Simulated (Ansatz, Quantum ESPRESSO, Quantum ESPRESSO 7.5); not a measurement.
# Complex bands of BP, zinc blende type, lattice constant set to 4.615 Å

Aim: how fast states decay in the gap of BP, zinc blende type, lattice constant set to 4.615 Å.

Main program and level: Quantum ESPRESSO 7.5; plane-wave DFT, LDA, GBRV ultrasoft pseudopotentials (cross-check by Ansatz 0.2.0 with PAW datasets).

### Step 1. The starting structure

It takes space group F-43m (No. 216, cubic). The conventional cell has a = 4.615 Å, b = 4.615 Å, c = 4.615 Å, α = 90.00°, β = 90.00°, γ = 90.00°. B has 4 P at 2.00 Å nearest. Nearest to P lie 4 B at 2.00 Å. Farther neighbours are not listed.

### Step 2. Self-consistent run

pwcond needs a cell whose third axis lies along the current and stands perpendicular to the other two.

File scf.in:

```
&control
  prefix = 'scf'
  outdir = './out'
  pseudo_dir = './pseudo'
  calculation = 'scf'
  tprnfor = .true.
/
&system
  ibrav = 0
  nat = 4
  ntyp = 2
  ecutwfc = 40
  ecutrho = 200
  occupations = 'fixed'
  nbnd = 12
/
&electrons
  conv_thr = 1e-09
  mixing_beta = 0.6
  electron_maxstep = 120
/
ATOMIC_SPECIES
  B   10.8100  b_lda_v1.4.uspp.F.UPF
  P   30.9738  p_lda_v1.5.uspp.F.UPF
CELL_PARAMETERS angstrom
  3.26329779517592 0.00000000000000 0.00000000000000
  0.00000000000000 3.26329779517592 0.00000000000000
  0.00000000000000 0.00000000000000 4.61500000000000
ATOMIC_POSITIONS crystal
  B   0.000000000000 0.000000000000 0.000000000000
  P   0.500000000000 0.000000000000 0.250000000000
  B   0.500000000000 0.500000000000 0.500000000000
  P   0.000000000000 0.500000000000 0.750000000000
K_POINTS automatic
  8 8 6 0 0 0
```

The run is started by

```sh
OMP_NUM_THREADS=1 mpirun -n 2 pw.x -nk 2 -in scf.in > scf.out
```

Log:

```text
Program PWSCF v.7.5 starts
[citation notice left out]

     Parallel version (MPI & OpenMP), running on       2 processor cores
     Number of MPI processes:                 2
     Threads/MPI process:                     1

     MPI processes distributed on     1 nodes
[...]
Current dimensions of program PWSCF are:
     Max number of different atomic species (ntypx) = 10
     Max number of k-points (npk) =  40000
     Max angular momentum in pseudopotentials (lmaxx) =  4
     Found identity + ( -0.5000 -0.5000 -0.5000) symmetry
     This is a supercell, fractional translations are disabled
     Message from routine setup:
     using ibrav=0 with symmetry is DISCOURAGED, use correct ibrav instead

     K-points division:     npool     =       2
     Subspace diagonalization in iterative solution of the eigenvalue problem:
     a serial algorithm will be used

     G-vector sticks info
     --------------------
     sticks:   dense  smooth     PW     G-vecs:    dense   smooth      PW
     Sum         593     489    145                15735    11427    1963

     Using Slab Decomposition

     bravais-lattice index     =            0
     lattice parameter (alat)  =       6.1667  a.u.
     unit-cell volume          =     331.6513 (a.u.)^3
     number of atoms/cell      =            4
     number of atomic types    =            2
     number of electrons       =        16.00
     number of Kohn-Sham states=           12
     kinetic-energy cutoff     =      40.0000  Ry
     charge density cutoff     =     200.0000  Ry
     scf convergence threshold =      1.0E-09
     mixing beta               =       0.6000
     number of iterations used =            8  plain     mixing
     Exchange-correlation=  SLA  PZ   NOGX NOGC
                           (   1   1   0   0   0   0   0)

     celldm(1)=   6.166739  celldm(2)=   0.000000  celldm(3)=   0.000000
     celldm(4)=   0.000000  celldm(5)=   0.000000  celldm(6)=   0.000000

     crystal axes: (cart. coord. in units of alat)
               a(1) = (   1.000000   0.000000   0.000000 )
               a(2) = (   0.000000   1.000000   0.000000 )
               a(3) = (   0.000000   0.000000   1.414214 )

     reciprocal axes: (cart. coord. in units 2 pi/alat)
               b(1) = (  1.000000  0.000000  0.000000 )
               b(2) = (  0.000000  1.000000  0.000000 )
               b(3) = (  0.000000  0.000000  0.707107 )

     PseudoPot. # 1 for B  read from file:
     ./pseudo/b_lda_v1.4.uspp.F.UPF
     Pseudo is Ultrasoft + core correction, Zval =  3.0
     Generated by new atomic code, or converted to UPF format
     Using radial grid of  781 points,  4 beta functions with:
                l(1) =   0
                l(2) =   0
                l(3) =   1
                l(4) =   1
     Q(r) pseudized with  8 coefficients,  rinner =    1.100   1.100   1.100

     PseudoPot. # 2 for P  read from file:
     ./pseudo/p_lda_v1.5.uspp.F.UPF
     Pseudo is Ultrasoft + core correction, Zval =  5.0
     Generated by new atomic code, or converted to UPF format
     Using radial grid of  903 points,  6 beta functions with:
                l(1) =   0
                l(2) =   0
                l(3) =   1
                l(4) =   1
                l(5) =   2
                l(6) =   2
     Q(r) pseudized with  8 coefficients,  rinner =    1.300   1.300   1.300
                                                       1.300   1.300

     atomic species   valence    mass     pseudopotential
     B                 3.00    10.81000     B ( 1.00)
     P                 5.00    30.97380     P ( 1.00)

      8 Sym. Ops. (no inversion) found

   Cartesian axes

     site n.     atom                  positions (alat units)
         1        B      tau(   1) = (   0.0000000   0.0000000   0.0000000  )
         2        P      tau(   2) = (   0.5000000   0.0000000   0.3535534  )
         3        B      tau(   3) = (   0.5000000   0.5000000   0.7071068  )
         4        P      tau(   4) = (   0.0000000   0.5000000   1.0606602  )

     number of k points=    60
                       cart. coord. in units 2pi/alat
        k(    1) = (   0.0000000   0.0000000   0.0000000), wk =   0.0052083
        k(    2) = (   0.0000000   0.0000000   0.1178511), wk =   0.0104167
        k(    3) = (   0.0000000   0.0000000   0.2357023), wk =   0.0104167
        k(    4) = (   0.0000000   0.0000000  -0.3535534), wk =   0.0052083
        k(    5) = (   0.0000000   0.1250000   0.0000000), wk =   0.0208333
        k(    6) = (   0.0000000   0.1250000   0.1178511), wk =   0.0416667
        k(    7) = (   0.0000000   0.1250000   0.2357023), wk =   0.0416667
        k(    8) = (   0.0000000   0.1250000  -0.3535534), wk =   0.0208333
        k(    9) = (   0.0000000   0.2500000   0.0000000), wk =   0.0208333
        k(   10) = (   0.0000000   0.2500000   0.1178511), wk =   0.0416667
[...]
k(   60) = (  -0.5000000  -0.5000000  -0.3535534), wk =   0.0052083

     Dense  grid:    15735 G-vectors     FFT dimensions: (  27,  27,  40)

     Smooth grid:    11427 G-vectors     FFT dimensions: (  25,  25,  36)

     Estimated max dynamical RAM per process >      43.37 MB

     Estimated total dynamical RAM >      82.89 MB

     Initial potential from superposition of free atoms

     starting charge      15.9992, renormalised to      16.0000
     Starting wfcs are   16 randomized atomic wfcs

     total cpu time spent up to now is        1.1 secs

     per-process dynamical memory:    24.8 Mb

     Self-consistent Calculation

     iteration #  1     ecut=    40.00 Ry     beta= 0.60
     Davidson diagonalization with overlap
     ethr =  1.00E-02,  avg # of iterations =  3.4

     total cpu time spent up to now is        1.7 secs

     total energy              =     -43.95138144 Ry
     estimated scf accuracy    <       0.28711063 Ry

     iteration #  2     ecut=    40.00 Ry     beta= 0.60
[...]
total energy              =     -44.00563787 Ry
     estimated scf accuracy    <       0.02937881 Ry

     iteration #  3     ecut=    40.00 Ry     beta= 0.60
[...]
total energy              =     -44.00916836 Ry
     estimated scf accuracy    <       0.00166525 Ry

     iteration #  4     ecut=    40.00 Ry     beta= 0.60
[...]
total energy              =     -44.00947187 Ry
     estimated scf accuracy    <       0.00027142 Ry

     iteration #  5     ecut=    40.00 Ry     beta= 0.60
[...]
total energy              =     -44.00957632 Ry
     estimated scf accuracy    <       0.00003376 Ry

     iteration #  6     ecut=    40.00 Ry     beta= 0.60
[...]
total energy              =     -44.00960718 Ry
     estimated scf accuracy    <       0.00000154 Ry

     iteration #  7     ecut=    40.00 Ry     beta= 0.60
[...]
total energy              =     -44.00960789 Ry
     estimated scf accuracy    <       0.00000068 Ry

     iteration #  8     ecut=    40.00 Ry     beta= 0.60
[...]
total energy              =     -44.00960808 Ry
     estimated scf accuracy    <       0.00000062 Ry

     iteration #  9     ecut=    40.00 Ry     beta= 0.60
[...]
total energy              =     -44.00960817 Ry
     estimated scf accuracy    <          8.6E-09 Ry

     iteration # 10     ecut=    40.00 Ry     beta= 0.60
[...]
End of self-consistent calculation

          k = 0.0000 0.0000 0.0000 (  1449 PWs)   bands (ev):

    -6.6173  -2.0519   0.1113   4.4155   4.4155   8.3437   8.3438   8.3438
     9.7329   9.9257  11.6454  11.6454

          k = 0.0000 0.0000 0.1179 (  1417 PWs)   bands (ev):

    -6.4573  -2.9049   1.1420   4.5667   4.5667   7.7478   7.7478   7.7757
     9.5866  10.4853  11.3367  12.4139

          k = 0.0000 0.0000 0.2357 (  1410 PWs)   bands (ev):

    -5.9809  -4.1452   2.8895   5.0148   5.0148   6.4170   6.6988   6.6988
     9.7119  10.7158  11.5916  13.9677

          k = 0.0000 0.0000-0.3536 (  1426 PWs)   bands (ev):

    -5.2004  -5.2004   4.7122   4.7123   5.7411   5.7411   5.7411   5.7411
    10.1186  10.1186  13.1669  13.1669

          k = 0.0000 0.1250 0.0000 (  1427 PWs)   bands (ev):

    -6.4375  -1.9994   0.2231   3.5202   4.5648   7.2509   7.6247   8.2481
     9.9798  11.2539  11.8264  12.0069

          k = 0.0000 0.1250 0.1179 (  1422 PWs)   bands (ev):

    -6.2788  -2.7953   1.1139   3.7637   4.7125   6.2400   7.7318   7.9344
    10.0732  11.5544  12.0422  12.2696

[...]
highest occupied, lowest unoccupied level (ev):     8.3438    9.5866

!    total energy              =     -44.00960818 Ry
     estimated scf accuracy    <          6.9E-10 Ry

     The total energy is the sum of the following terms:
     one-electron contribution =      12.47015411 Ry
     hartree contribution      =       2.61205680 Ry
     xc contribution           =     -17.82553910 Ry
     ewald contribution        =     -41.26627999 Ry

     convergence has been achieved in  10 iterations

     Forces acting on atoms (cartesian axes, Ry/au):

     atom    1 type  1   force =     0.00000000    0.00000000    0.00000000
     atom    2 type  2   force =     0.00000000    0.00000000    0.00000254
     atom    3 type  1   force =     0.00000000    0.00000000    0.00000000
     atom    4 type  2   force =     0.00000000    0.00000000   -0.00000254

     Total force =     0.000004     Total SCF correction =     0.000008
     SCF correction compared to forces is large: reduce conv_thr to get better values

[...]
=------------------------------------------------------------------------------=
   JOB DONE.
=------------------------------------------------------------------------------=
```

Wall time 7.6 s (2 MPI ranks of AMD EPYC 7B13 (Zen 3), shared host); peak memory 0.18 GiB; 15 s of CPU time.

Read from the output:

```
free energy                          : -598.7812 eV
valence top, on the run's zero       : 8.344 eV
conduction bottom, on the run's zero : 9.587 eV
gap by band count                    : 1.243 eV
```

The program's own clock; routines nest. Time by routine:

```csv
routine,wall time (s),calls
PWSCF,6.75,1
electrons,5.53,1
c_bands,4.45,10
cegterg,3.65,300
h_psi,2.83,1456
vloc_psi,2.28,1456
fftw,2.22,25616
init_run,0.99,1
sum_band,0.83,10
hinit0,0.39,1
calbec,0.37,1876
h_psi:calbec,0.28,1456
wfcinit,0.27,1
potinit,0.26,1
```

The run needed 10 iterations to bring the estimated error under 1e-09 Ry.

(Part 1 of 3 ends here.)

[Logs are printed without paths, hosts, clocks, repeated set-up lines and the standing remarks that a program may print on its own settings, such as how far it seeks lower states.]

[Hosts, paths, dates, database ids (printed as entryN), source tags and the programs' standing remarks are cut or masked in the printed files.]

[Maps of the electrostatic potential energy from Ansatz leave out the sawtooth potential of an applied field or a dipole correction, so their vacuum need not be flat; planar profiles and work functions include it.]
